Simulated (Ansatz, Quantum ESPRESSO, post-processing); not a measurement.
# 1T-VSSe, 1 layer: response to a perpendicular field, part 2 of 2

How does 1T-VSSe, 1 layer respond to a gate-like field without added charge?

Quantum ESPRESSO 7.5; plane-wave DFT, RPBE, GBRV ultrasoft pseudopotentials made under PBE; geometry and cross-check by Ansatz 0.2.0 with PAW datasets.

So far. Step 13 (Band structure: field -0.2 V/Å): Upper empty bands that drop with the field can be states of the vacuum, held by the sawtooth; they depend on the cell's width. Step 14 (Valence density): The density integrates to 25.000 electrons, as the 25 of the input ask.

## Step 16: Charge moved by a field of 0.2 V/Å

This step gave:

* largest charge moved across a plane: 0.001129 e/Å²
* dipole step: -1.034 eV

Planar mean against z:

| z (Å) | planar mean (e/Å³) |
| --- | --- |
| 2.5 | 4.1e-8 |
| 3.0 | 1.3e-7 |
| 3.5 | 3.9e-7 |
| 4.0 | 1.2e-6 |
| 4.5 | 3.6e-6 |
| 5.0 | 1.1e-5 |
| 5.5 | 3.0e-5 |
| 6.0 | 7.7e-5 |
| 6.5 | 1.8e-4 |
| 7.0 | 4.3e-4 |
| 7.5 | 7.2e-4 |
| 8.0 | 4.7e-4 |
| 8.5 | 1.7e-4 |
| 9.0 | 1.7e-4 |
| 9.5 | -1.1e-4 |
| 10.0 | -1.4e-4 |
| 10.5 | 8.0e-5 |
| 11.0 | -7.5e-6 |
| 11.5 | -1.5e-4 |
| 12.0 | -2.5e-4 |
| 12.5 | -7.6e-4 |
| 13.0 | -5.9e-4 |
| 13.5 | -2.5e-4 |
| 14.0 | -9.7e-5 |
| 14.5 | -3.5e-5 |
| 15.0 | -1.1e-5 |
| 15.5 | -3.5e-6 |
| 16.0 | -1.0e-6 |
| 16.5 | -3.1e-7 |
| 17.0 | -9.4e-8 |
| 17.5 | -2.7e-8 |

Table of running integral, electrons below z by z:

z (Å), running integral, electrons below z (e/Å²) and a bar:
```
      3.0    0.00000 
      3.5    0.00000 
      4.0    0.00000 
      4.5    0.00000 
      5.0    0.00001 
      5.5    0.00002 
      6.0    0.00004 #
      6.5    0.00011 ###
      7.0    0.00027 #######
      7.5    0.00058 ################
      8.0    0.00090 ########################
      8.5    0.00101 ###########################
      9.0    0.00110 ##############################
      9.5    0.00111 ##############################
     10.0    0.00102 ###########################
     10.5    0.00106 #############################
     11.0    0.00109 #############################
     11.5    0.00103 ############################
     12.0    0.00094 #########################
     12.5    0.00065 #################
     13.0    0.00030 ########
     13.5    0.00011 ###
     14.0    0.00004 #
     14.5    0.00001 
     15.0    0.00000 
     15.5    0.00000 
     16.0    0.00000 
     16.5    0.00000
```

## Step 17: Polarisability from the dipole between 0 and 0.1 V/A

Numbers from this step:

| Quantity | Value |
| --- | --- |
| change of slope in the vacuum | 0.10000 eV/Å |
| polarisability a cell | 3.825 Å³ |
| sheet polarisability 4πα/A | 5.170 Å |

Table of change of the potential energy, second field less first by z:

```
z (Å)  change of the potential energy, second field less first (eV)
  0.0                                                        -0.371
  0.5                                                        -0.701
  1.0                                                        -0.651
  1.5                                                        -0.601
  2.0                                                        -0.551
  2.5                                                        -0.501
  3.0                                                        -0.451
  3.5                                                        -0.401
  4.0                                                        -0.351
  4.5                                                        -0.301
  5.0                                                        -0.251
  5.5                                                        -0.201
  6.0                                                        -0.152
  6.5                                                        -0.105
  7.0                                                       -0.0625
  7.5                                                       -0.0297
  8.0                                                       -0.0120
  8.5                                                      -0.00492
  9.0                                                      -0.00227
  9.5                                                      -0.00283
 10.0                                                      -0.00143
 10.5                                                       0.00189
 11.0                                                       0.00308
 11.5                                                       0.00453
 12.0                                                       0.00916
 12.5                                                        0.0208
 13.0                                                        0.0479
 13.5                                                        0.0880
 14.0                                                         0.134
 14.5                                                         0.183
 15.0                                                         0.233
 15.5                                                         0.282
 16.0                                                         0.332
 16.5                                                         0.382
 17.0                                                         0.432
 17.5                                                         0.482
 18.0                                                         0.532
 18.5                                                         0.582
 19.0                                                         0.632
 19.5                                                         0.682
 20.0                                                         0.276
```

## Step 18: Dipole against field

Dipole along the normal, dipole moment against applied field:

```csv
applied field (V/Å),"dipole along the normal, dipole moment (e·Å)"
-0.200,-0.0794
0.000,-0.0263
0.100,2.3e-4
0.200,0.0268
```

## Step 19: The same in Ansatz: field 0.1 V/Å

As a check, the same structure is run in Ansatz.

Level of this step: plane-wave DFT, PBE, Ansatz PAW (Ansatz 0.2.0).

Contents of input.yaml:

```yaml
crystal:
  lattice:
    - [3.276558417, 0.0, 0.0]
    - [-1.6382792085, 2.8375828261, 0.0]
    - [0.0, 0.0, 20.3660927899]
  atoms:
    - { symbol: Se, position: [0.6666666667, 0.3333333333, 0.4253951912] }
    - { symbol: V, position: [0.0, 0.0, 0.5059355653], spin: 1.0 }
    - { symbol: S, position: [0.3333333333, 0.6666666667, 0.5741875083] }
magnetization:
  spin_polarized: true
kpoints:
  mp_grid: { grid: [12, 12, 1] }
hamiltonian:
  xc: pbe
scf:
  occupations: { method: fermi_dirac, width: 0.054 }
  convergence: { dr2_threshold: 1.0e-09 }
efield:
  axis: 3
  dipole_correction: true
  ramp_position: 0.97
  ramp_width: 0.04
  amplitude: 0.1
output:
  write_potential: true
  write_density: true
  volumetric_format: npy
```

Started as:

```
> ansatz run input.yaml --threads 4 --pin off --max-ram 8192MiB --backend cpu --events-out ev --progress --plain --runs-dir out
```

Elapsed: 6.5 s, on 4 threads of Intel Xeon Platinum 8375C at 2.90GHz (Ice Lake), shared host; peak memory 0.81 GiB; 24 s of CPU time.

Read from the output:

* free energy: -9285.9098 eV
* energy at zero smearing: -9285.9026 eV
* smearing term TS: 0.01457 eV
* Fermi energy: -0.6901 eV
* magnetization: 0.6846 μB
* absolute magnetization: 0.8920 μB
* site moments: -0.05104, 0.6192, -0.01041 μB
* dipole along the normal: 0.001216 e·Å

Site moment by atom:

```csv
atom,site moment (μB)
Se1,-0.051
V2,0.619
S3,-0.010
```

At 0.1 V/Å Ansatz's dipole is 0.0012 e Å against 0.0002 from pw.x, under another functional.

## Step 20: Cross-check with Ansatz: field -0.1 V/Å

input.yaml is the input of step 19 with these lines changed:

```diff
@@ -23,3 +23,3 @@
   ramp_width: 0.04
-  amplitude: 0.1
+  amplitude: -0.1
 output:
```

Elapsed: 5.4 s, on 4 threads; peak memory 0.82 GiB.

This step gave:

* free energy: -9285.9149 eV
* energy at zero smearing: -9285.9076 eV
* smearing term TS: 0.01464 eV
* Fermi energy: -0.7109 eV
* magnetization: 0.6817 μB
* absolute magnetization: 0.8897 μB
* site moments: -0.05093, 0.6175, -0.01116 μB
* dipole along the normal: -0.05198 e·Å

## Step 21: Dipole against field, Ansatz

Table of dipole along the normal, dipole moment by applied field:

| applied field (V/Å) | dipole along the normal, dipole moment (e·Å) |
| --- | --- |
| -0.1000 | -0.0520 |
| 0.0000 | -0.0254 |
| 0.1000 | 0.00122 |

## Step 22: SCF with pw.x, with ecutwfc = 20 and ecutrho = 100

How much does a setting matter? One run is repeated with a change.

Level of this step: plane-wave DFT, RPBE, GBRV ultrasoft pseudopotentials made under PBE (Quantum ESPRESSO 7.5). input_dft overrides the functional of the files.

Contents of f1.w0.in:

```
&control
  prefix = 'f1.w0'
  outdir = './out'
  pseudo_dir = './pseudo'
  calculation = 'scf'
  tprnfor = .true.
  tefield = .true.
  dipfield = .true.
/
&system
  ibrav = 0
  nat = 3
  ntyp = 3
  ecutwfc = 20
  ecutrho = 100
  input_dft = 'rpbe'
  occupations = 'smearing'
  smearing = 'fd'
  degauss = 0.004
  edir = 3
  emaxpos = 0.97
  eopreg = 0.04
  eamp = 0.00194469
  nspin = 2
  starting_magnetization(2) = 0.17
/
&electrons
  conv_thr = 1e-09
  mixing_beta = 0.4
  electron_maxstep = 120
  mixing_mode = 'plain'
/
ATOMIC_SPECIES
  Se  78.9710  se_pbe_v1.uspp.F.UPF
  V   50.9415  v_pbe_v1.4.uspp.F.UPF
  S   32.0600  s_pbe_v1.4.uspp.F.UPF
CELL_PARAMETERS angstrom
  3.27655841698552 0.00000000000000 0.00000000000000
  -1.63827920849276 2.83758282609319 0.00000000000000
  0.00000000000000 0.00000000000000 20.36609278990000
ATOMIC_POSITIONS crystal
  Se  0.666666666667 0.333333333333 0.425395191152
  V   0.000000000000 0.000000000000 0.505935565315
  S   0.333333333333 0.666666666667 0.574187508333
K_POINTS automatic
  12 12 1 0 0 0
```

Started as:

```
> OMP_NUM_THREADS=1 mpirun -n 4 pw.x -nk 4 -in f1.w0.in > f1.w0.out
```

Wall time 36 s (4 MPI ranks); peak memory 0.41 GiB.

The changed values were drawn from a wide range, not chosen for quality; the comparison shows what they did here together.

Beside the run it was changed from:

| quantity | this run | unchanged run | difference |
| --- | --- | --- | --- |
| dipole along the normal (e·Å) | 2.08e-4 | 2.29e-4 | -2.1e-5 |
| free energy (eV) | -2892.986 | -2899.250 | 6.3 |
| wall time (s) | 36 | 55 |  |
| SCF iterations | 17 | 10 |  |

The free energy moves by +2.1e+03 meV an atom.

This run starts from superposed atoms, the unchanged one from a saved density, so their iteration counts don't compare.

## Step 23: Worked from the printed numbers

α = Δp/E = (0.00023 − (-0.02634)) e Å / 0.1 V/Å = 0.2657 e Å²/V; times e/(4πε₀) = 14.40 V Å this is 3.825 Å³. With A = 9.298 Å², 4πα/A = 5.170 Å.

## Step 24: Summary of results

```yaml
polarisability_along_the_normal_a_cell: 3.83 Å³
sheet_polarisability_4pi_alpha_a: 5.17 Å
dipole_without_a_field: -0.0263 e·Å
```

What this shows: The sheet answers a field with a polarisability of 3.83 Å³ a cell, or 4πα/A = 5.17 Å (RPBE, GBRV ultrasoft (made under PBE)). In pw.x the dipole follows the field linearly over the range tried. A perfect conductor 5.17 Å thick would screen alike; the outer atoms lie 3.03 Å apart. At 0.1 V/Å the sheet takes 0.517 eV off the potential drop. Quantum ESPRESSO and Ansatz give 3.825 and 3.830 Å³ for the polarisability (pw.x from 0 and 0.1 V/Å, Ansatz from ±0.1 V/Å, under PBE), which agree. The ions stay at their zero-field places, so this is the electrons' response alone. Without a field the sheet has no gap. Spin-orbit coupling is left out; depending on the atoms that carry the levels of interest, it can split and shift them by tens to hundreds of meV.

[Logs are printed without paths, hosts, clocks, repeated set-up lines and the standing remarks that a program may print on its own settings, such as how far it seeks lower states.]

[Hosts, paths, dates, database ids (printed as entryN), source tags and the programs' standing remarks are cut or masked in the printed files.]

[Maps of the electrostatic potential energy from Ansatz leave out the sawtooth potential of an applied field or a dipole correction, so their vacuum need not be flat; planar profiles and work functions include it.]
